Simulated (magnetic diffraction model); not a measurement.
# Ho₂ErGe₄Rh₄: what an assumed order does to the neutron pattern

Space group Immm (no. 71), a = 4.2440 Å, b = 6.7700 Å, c = 13.4850 Å.

| site | atom | x | y | z |
| --- | --- | --- | --- | --- |
| 2a | Er | 0 | 0 | 0 |
| 4j | Ho | 1/2 | 0 | 0.6267 |
| 8l | Rh | 0 | 0.3106 | 0.6760 |
| 4h | Ge | 1/2 | 0.3073 | 0 |
| 4i | Ge | 0 | 0 | 0.7778 |

This is a made-up structure (elements placed in a structure type, unrelaxed), so the numbers test the method and describe no known phase.

Only Er and Ho are taken to order (form factors of Er3+ and Ho3+); orders and moment sizes are assumed, and not adapted to the symmetry. Radiation: neutrons of λ = 4.2 Å, 3° to 100°; isotropic B of 0.57 Å² (Er), 0.39 Å² (Ho), 0.65 Å² (Rh) and 0.73 Å² (Ge). The intensities are simulated: I ∝ L Σ (|F_N|² + |F_M⊥|²) for unpolarised neutrons, with F_M = 2.695 fm/μB × Σ f(s) S exp(2πi Q·r) exp(−B s²) at Q = H ± k (one set where k and −k are equivalent), only the part normal to Q counting and L = 1/(sin²θ cos θ). For a modulated order the moment at position r is S exp(−2πi k·r) + c.c., with S = m/2 for a sine wave of amplitude m and S = m(u + iv)/2 for moments turning in a plane, u and v being orthogonal unit vectors in it; the phase factor of the sum at Q = H + k is then exp(2πi H·r). Form factors are spin-only for 3d ions and dipole or tabulated for f ions, scattering lengths are Sears's of 1992, and absorption is left out. A label names one of the reflections at its angle. The strongest nuclear line in the range is 100, and lines under 0.2 are left out.

Assume the order k = (0 0 1/4), a sine wave with moments along [001] (amplitudes given), 8.6 μB on Er and 8.5 μB on Ho; signs + at (0, 0, 0), + at (1/2, 0, 0.6267), + at (0, 1/2, 0.8733).

Predict the pattern, nuclear and magnetic parts apart.

```csv
2θ (°),index,nuclear,magnetic
36.29,(0 0 2),55.4,0.0
38.71,(0 1 3/4),0.0,50.9
40.62,(0 1 1),16.9,0.0
42.96,(0 1 5/4),0.0,34.2
61.12,(1 0 3/4),0.0,927.5
62.50,(1 0 1),34.7,0.0
63.85,(0 1 11/4),0.0,328.4
64.25,(1 0 5/4),0.0,778.9
68.22,(0 1 3),11.0,0.0
71.47,(1 1 0),29.4,0.0
71.65,(1 1 1/4),0.0,250.1
72.83,(0 1 13/4),0.0,210.5
76.69,(0 2 0),62.8,0.0
76.87,(0 2 1/4),0.0,1051.2
77.06,(0 0 4),100.0,0.0
80.25,(1 1 7/4),0.0,200.4
81.75,(1 0 11/4),0.0,12.0
82.89,(1 1 2),27.4,0.0
85.31,(0 2 7/4),0.0,79.6
85.77,(1 0 3),26.1,0.0
85.85,(1 1 9/4),0.0,164.0
87.92,(0 2 2),90.3,0.0
90.11,(1 0 13/4),0.0,9.0
90.88,(0 2 9/4),0.0,66.7
```

The strongest magnetic line in the range is (0 2 1/4) at 76.87° (1051.2). On top of the Lorentz factor, which all lines share, magnetic lines fade with angle because f falls: for Er3+ it is 0.96, 0.86, 0.73 and 0.47 at sin θ/λ = 0.1, 0.2, 0.3 and 0.5 Å⁻¹, while nuclear lengths stay constant. The order has no net moment.

[Logs are printed without paths, hosts, clocks, repeated set-up lines and the standing remarks that a program may print on its own settings, such as how far it seeks lower states.]
